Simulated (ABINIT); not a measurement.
# CdSe (F-43m): G0W0 with ABINIT, start to end

How does a plane-wave GW calculation on CdSe (F-43m) run from the first input to the gap?

Program: ABINIT 10.8.3. Level of theory: PBE and many-body steps on it, plane waves. Values are calculated unless marked as measured.

**Experimental background.**

- Gap 1.69 ± 0.02 eV: direct gap from (alpha E)^2 extrapolation; spectroscopic ellipsometry; 300 K; film (fully relaxed MBE film, 304 nm) on GaAs(100) (“Band gap bowing of binary alloys: Experimental results compared to theoretical tight-binding supercell calculations for CdZnSe”, 2010, arxiv:1007.2297).

## (1) Set-up

It takes space group F-43m (No. 216, cubic). The conventional cell has a = 6.141 Å, b = 6.141 Å, c = 6.141 Å, α = 90.00°, β = 90.00°, γ = 90.00°. Nearest to Cd lie 4 Se at 2.66 Å. Nearest to Se lie 4 Cd at 2.66 Å. Farther neighbours, and contacts between anions beyond the nearest, are not listed.

The cell and positions are those that the Materials Project relaxed with its own functionals (PBE, PBE+U or r2SCAN), kept fixed.

## (2) Ground state

This step: ABINIT 10.8.3; DFT, PBE, plane waves, norm-conserving pseudopotentials.

The ground-state density comes first.

run.abi

```
acell 3*1.0 Angstrom
rprim 
  -0.000000000000 3.070271198600 3.070271198600
  3.070271198600 -0.000000000000 3.070271198600
  3.070271198600 3.070271198600 0.000000000000
ntypat 2
znucl 48 34
natom 2
typat 1 2
xred 
  0.000000000000 0.000000000000 0.000000000000
  0.750000000000 0.750000000000 0.750000000000
pp_dirpath "pseudos"
pseudos "Cd.upf, Se.upf"
ecut 48
ngkpt 6 6 6
nshiftk 1
shiftk 0 0 0
kptopt 1
chksymbreak 0
nband 27
occopt 1
tolvrs 1e-10
nstep 60
prtwf 0
optforces 0
optstress 0
indata_prefix "in"
outdata_prefix "out"
tmpdata_prefix "tmp"
```

Command:

```sh
> OMP_NUM_THREADS=1 mpirun -n 4 abinit run.abi > log
```

The log of the run:

```text
.Version 10.8.3 of ABINIT. v10.8.2 released Aug 2026.

 Symmetries : space group F-4 3 m (#216); Bravais cF (face-center cubic)
================================================================================
 Values of the parameters that define the memory need of the present run
     intxc =       0    ionmov =       0      iscf =       7    lmnmax =       6
     lnmax =       6     mgfft =      54  mpssoang =       3    mqgrid =    3001
     natom =       2  nloc_mem =       1    nspden =       1   nspinor =       1
    nsppol =       1      nsym =      24    n1xccc =    2501    ntypat =       2
    occopt =       1   xclevel =       2
-    mband =          27        mffmem =           1         mkmem =           4
       mpw =        6233          nfft =      157464          nkpt =          16
================================================================================
  Rough estimation (10% accuracy) of disk space for files :
================================================================================

--------------------------------------------------------------------------------
------------- Echo of variables that govern the present computation ------------
--------------------------------------------------------------------------------
 -outvars: echo values of preprocessed input variables --------
            acell      1.8897261259E+00  1.8897261259E+00  1.8897261259E+00 Bohr

      chksymbreak           0
             ecut      4.80000000E+01 Hartree
-          fftalg         312

              ixc     -101130
              kpt      0.00000000E+00  0.00000000E+00  0.00000000E+00
                       1.66666667E-01  0.00000000E+00  0.00000000E+00
                       3.33333333E-01  0.00000000E+00  0.00000000E+00
                       5.00000000E-01  0.00000000E+00  0.00000000E+00
                       1.66666667E-01  1.66666667E-01  0.00000000E+00
                       3.33333333E-01  1.66666667E-01  0.00000000E+00
                       5.00000000E-01  1.66666667E-01  0.00000000E+00
                      -3.33333333E-01  1.66666667E-01  0.00000000E+00
                      -1.66666667E-01  1.66666667E-01  0.00000000E+00
   [... 5 further rows ...]
                      -3.33333333E-01  3.33333333E-01  1.66666667E-01
                      -3.33333333E-01  5.00000000E-01  1.66666667E-01
         kptrlatt        6    0    0      0    6    0      0    0    6
          kptrlen      4.92313624E+01
P           mkmem           4
            natom           2
            nband          27
            ngfft          54      54      54
             nkpt          16
            nstep          60
             nsym          24
           ntypat           2
              occ      2.000000  2.000000  2.000000  2.000000  2.000000  2.000000
                       2.000000  2.000000  2.000000  2.000000  2.000000  2.000000
                       2.000000  2.000000  2.000000  2.000000  2.000000  2.000000
                       2.000000  2.000000  2.000000  2.000000  0.000000  0.000000
[...]
optforces           0
        optstress           0
            prtwf           0
            rprim     -0.0000000000E+00  3.0702711986E+00  3.0702711986E+00
[...]
spgroup         216

           tolvrs      1.00000000E-10

             xred      0.0000000000E+00  0.0000000000E+00  0.0000000000E+00
[...]
znucl       48.00000   34.00000

================================================================================

 chkinp: Checking input parameters for consistency.

================================================================================
== DATASET  1 ==================================================================
-   mpi_nproc: 4, omp_nthreads: 1 (-1 if OMP is not activated)

--- !DatasetInfo
iteration_state: {dtset: 1, }
dimensions: {natom: 2, nkpt: 16, mband: 27, nsppol: 1, nspinor: 1, nspden: 1, mpw: 6233, }
cutoff_energies: {ecut:  48.0, pawecutdg:  -1.0, }
electrons: {nelect:   4.40000000E+01, charge:   0.00000000E+00, occopt:   1.00000000E+00, tsmear:   1.00000000E-02, }

 Real(R)+Recip(G) space primitive vectors, cartesian coordinates (Bohr,Bohr^-1):
 R(1)=  0.0000000  5.8019717  5.8019717  G(1)= -0.0861776  0.0861776  0.0861776
 R(2)=  5.8019717  0.0000000  5.8019717  G(2)=  0.0861776 -0.0861776  0.0861776
 R(3)=  5.8019717  5.8019717  0.0000000  G(3)=  0.0861776  0.0861776 -0.0861776
 Unit cell volume ucvol=  3.9062210E+02 bohr^3
 Angles (23,13,12)=  6.00000000E+01  6.00000000E+01  6.00000000E+01 degrees

 getcut: wavevector=  0.0000  0.0000  0.0000  ngfft=  54  54  54
         ecut(hartree)=     48.000   => boxcut(ratio)=   2.11089

--- Pseudopotential description ------------------------------------------------
- Cd Generated using ONCVPSP code by D. R. Hamann
- 48.00000  20.00000  171031                  znucl, zion, pspdat
12 -101130 2 -1 1368                          pspcod,pspxc,lmax,lloc,mmax
     nproj     2     2     2
  pspatm : epsatm=   19.67729986
         --- l  ekb(1:nproj) -->
[...]
pspatm: atomic psp has been read  and splines computed

- Se Generated using ONCVPSP code by D. R. Hamann
- 34.00000  24.00000  171031                  znucl, zion, pspdat
12 -101130 2 -1 1214                          pspcod,pspxc,lmax,lloc,mmax
     nproj     2     2     2
  pspatm : epsatm=   25.39064422
         --- l  ekb(1:nproj) -->
[...]
pspatm: atomic psp has been read  and splines computed

   1.98298954E+03                                ecore*ucvol(ha*bohr**3)
--------------------------------------------------------------------------------

_setup2: Arith. and geom. avg. npw (full set) are    6205.468    6205.452

================================================================================

--- !BeginCycle
iteration_state: {dtset: 1, }
solver: {iscf: 7, nstep: 60, nline: 4, wfoptalg: 0, }
tolerances: {tolvrs: 1.00E-10, }

     iter   Etot(hartree)      deltaE(h)  residm     vres2
 ETOT  1  -512.09799868822    -5.121E+02 1.832E+00 4.803E+02
 ETOT  2  -513.43726474098    -1.339E+00 2.032E-02 3.017E+02
 ETOT  3  -513.47097606435    -3.371E-02 9.883E-04 1.140E+01
 ETOT  4  -513.47142403770    -4.480E-04 1.576E-04 3.720E+00
 ETOT  5  -513.47170863122    -2.846E-04 5.436E-05 8.122E-02
 ETOT  6  -513.47171616764    -7.536E-06 3.715E-05 7.719E-03
 ETOT  7  -513.47171642557    -2.579E-07 1.358E-05 4.974E-03
 ETOT  8  -513.47171677574    -3.502E-07 9.369E-06 1.597E-04
 ETOT  9  -513.47171679327    -1.752E-08 3.360E-06 1.031E-05
 ETOT 10  -513.47171679418    -9.132E-10 2.356E-06 1.773E-08
 ETOT 11  -513.47171679417     8.413E-12 8.456E-07 1.776E-09
 ETOT 12  -513.47171679415     1.660E-11 5.984E-07 2.181E-10
 ETOT 13  -513.47171679417    -1.546E-11 2.135E-07 4.150E-12

 At SCF step   13       vres2   =  4.15E-12 < tolvrs=  1.00E-10 =>converged.

--- !ResultsGS
iteration_state: {dtset: 1, }
comment   : Summary of ground state results
lattice_vectors:
- [ -0.0000000,   5.8019717,   5.8019717, ]
- [  5.8019717,  -0.0000000,   5.8019717, ]
- [  5.8019717,   5.8019717,   0.0000000, ]
lattice_lengths: [   8.20523,    8.20523,    8.20523, ]
lattice_angles: [ 60.000,  60.000,  60.000, ] # degrees, (23, 13, 12)
lattice_volume:   3.9062210E+02
convergence: {deltae: -1.546E-11, res2:  4.150E-12, residm:  2.135E-07, diffor:  0.000E+00, }
etotal    :  -5.13471717E+02
entropy   :   0.00000000E+00
fermie    :   1.66673775E-01
cartesian_stress_tensor: null
pressure_GPa: null
xred      :
- [  0.0000E+00,   0.0000E+00,   0.0000E+00, Cd]
- [  7.5000E-01,   7.5000E-01,   7.5000E-01, Se]
cartesian_forces: null
force_length_stats: {min: null, max: null, mean: null, }

 Integrated electronic density in atomic spheres:
 ------------------------------------------------
 Atom  Sphere_radius  Integrated_density
    1        2.00000         17.17162923
    2        2.00000         21.23608805
================================================================================

 ----iterations are completed or convergence reached----

 Mean square residual over all n,k,spin=   49.635E-11; max=  21.347E-08
 reduced coordinates (array xred) for    2 atoms
       0.000000      0.000000      0.000000
       0.750000      0.750000      0.750000
 rms dE/dt=  0.0000E+00; max dE/dt=  0.0000E+00; dE/dt below (all hartree)
    1       0.000000      0.000000      0.000000
    2       0.000000      0.000000      0.000000

 cartesian coordinates (angstrom) at end:
    1      0.000000     0.000000     0.000000
    2      4.605407     4.605407     4.605407
 length scales=  1.889726  1.889726  1.889726 bohr
              =  1.000000  1.000000  1.000000 angstroms
 prteigrs : about to open file out_EIG
 Fermi (or HOMO) energy (hartree) =   0.16667   Average Vxc (hartree)=  -0.33769
 Eigenvalues (hartree) for nkpt=  16  k points:
 kpt#   1, nband= 27, wtk=  0.00463, kpt=  0.0000  0.0000  0.0000 (reduced coord)
  -7.44022   -5.21570   -5.21570   -5.21570   -3.56872   -2.13724   -2.13724   -2.13724
  -1.54673   -1.54673   -1.54673   -1.54661   -1.54661   -0.29035   -0.12155   -0.12155
  -0.12155   -0.10894   -0.10894    0.16667    0.16667    0.16667    0.18678    0.38514
   0.38514    0.38514    0.52216
 prteigrs : prtvol=0 or 1, do not print more k-points.

--- !EnergyTerms
iteration_state     : {dtset: 1, }
comment             : Components of total free energy in Hartree
kinetic             :  2.080492E+02
hartree             :  2.116262E+02
xc                  : -5.303012E+01
Ewald energy        : -2.259871E+02
psp_core            :  5.076491E+00
local_psp           : -5.828648E+02
non_local_psp       : -7.634160E+01
total_energy        : -5.134717E+02
total_energy_eV     : -1.397228E+04
band_energy         : -8.271426E+01

== END DATASET(S) ==============================================================
================================================================================

 -outvars: echo values of variables after computation  --------
           etotal     -5.1347171679E+02
            nband          27
             nkpt          16
          spgroup         216
 [... the other variables as echoed above ...]

 Calculation completed.
```

It took 39 s on 4 MPI ranks of Intel Xeon 6975P-C (Granite Rapids), shared host; peak memory 0.45 GiB.

This step gave:

```yaml
total_energy: -13972.2772 eV
gap: 0.5472 eV
k_of_the_valence_top: 0, 0, 0
k_of_the_conduction_bottom: 0, 0, 0
least_direct_gap: 0.5472 eV
```

The gap is direct, at Γ.

(Part 1 of 3 ends here.)

[Long decimals in the printed logs are rounded to 6 places.]

[Logs are printed without paths, hosts, clocks, repeated set-up lines and the standing remarks that a program may print on its own settings, such as how far it seeks lower states.]

[Paths, hosts, dates, memory and timing lines, banners, echoed tables and standing remarks are left out of the program output; an Ansatz launch command may be rebuilt from the run's recorded settings. Measured values are a selection of at most five: reports struck by readers or far from the other reports are left out. None is set beside runs whose start may be inverted or whose files or cutoffs have a known fault.]

[Runs of the session that timed out or met a known fault of the program may be left out.]

[Hosts, paths, dates, database ids (printed as entryN), source tags and the programs' standing remarks are cut or masked in the printed files.]

[G0W0 gaps are taken among the corrected bands and points alone; a level outside them can change the order at an edge.]

[Where Ansatz stands beside ABINIT at settings called matched, ABINIT's density can come from a denser mesh and the files from another edition; pairs whose starting gaps differed by over 0.03 eV were left out, so agreement reads better than it is.]
